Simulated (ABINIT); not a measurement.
Planning a run of ABINIT 10.8.3 on CsPbCl3 (Pm-3m). The input:

```
acell 3*1.0 Angstrom
rprim 
  5.605000000000 0.000000000000 0.000000000000
  0.000000000000 5.605000000000 0.000000000000
  0.000000000000 0.000000000000 5.605000000000
ntypat 3
znucl 55 82 17
natom 5
typat 1 2 3 3 3
xred 
  0.000000000000 0.000000000000 0.000000000000
  0.500000000000 0.500000000000 0.500000000000
  0.500000000000 0.500000000000 0.000000000000
  0.000000000000 0.500000000000 0.500000000000
  0.500000000000 0.000000000000 0.500000000000
pp_dirpath "pseudos"
pseudos "Cs.upf, Pb.upf, Cl.upf"
ecut 32
ngkpt 2 2 2
nshiftk 1
shiftk 0 0 0
kptopt 1
chksymbreak 0
istwfk *1
occopt 1
irdwfk 1
optdriver 4
nband 184
gwcalctyp 0
ecutsigx 32
symsigma 1
nkptgw 2
kptgw 
  0.5000000000 0.5000000000 0.5000000000
  0.0000000000 0.0000000000 0.0000000000
bdgw 
  23 29
  24 29
ecuteps 4.4
irdscr 1
ppmodel 1
indata_prefix "in"
outdata_prefix "out"
tmpdata_prefix "tmp"
```

```sh
OMP_NUM_THREADS=1 mpirun -n 4 abinit run.abi > log
```

Q: How long will it take on 4 MPI ranks of Arm Neoverse V2, shared host, and how much memory?

It took 33 s; on shared hardware allow 17 s to 66 s. Peak host memory was 1.7 GiB.

[Paths, hosts, dates, memory and timing lines, banners, echoed tables and standing remarks are left out of the program output.]

[Logs are printed without paths, hosts, clocks, repeated set-up lines and the standing remarks that a program may print on its own settings, such as how far it seeks lower states.]

[Runs of the session that timed out or met a known fault of the program may be left out.]

[Hosts, paths, dates, database ids (printed as entryN), source tags and the programs' standing remarks are cut or masked in the printed files.]

[G0W0 gaps are taken among the corrected bands and points alone; a level outside them can change the order at an edge.]

[Where Ansatz stands beside ABINIT at settings called matched, ABINIT's density can come from a denser mesh and the files from another edition; pairs whose starting gaps differed by over 0.03 eV were left out, so agreement reads better than it is.]
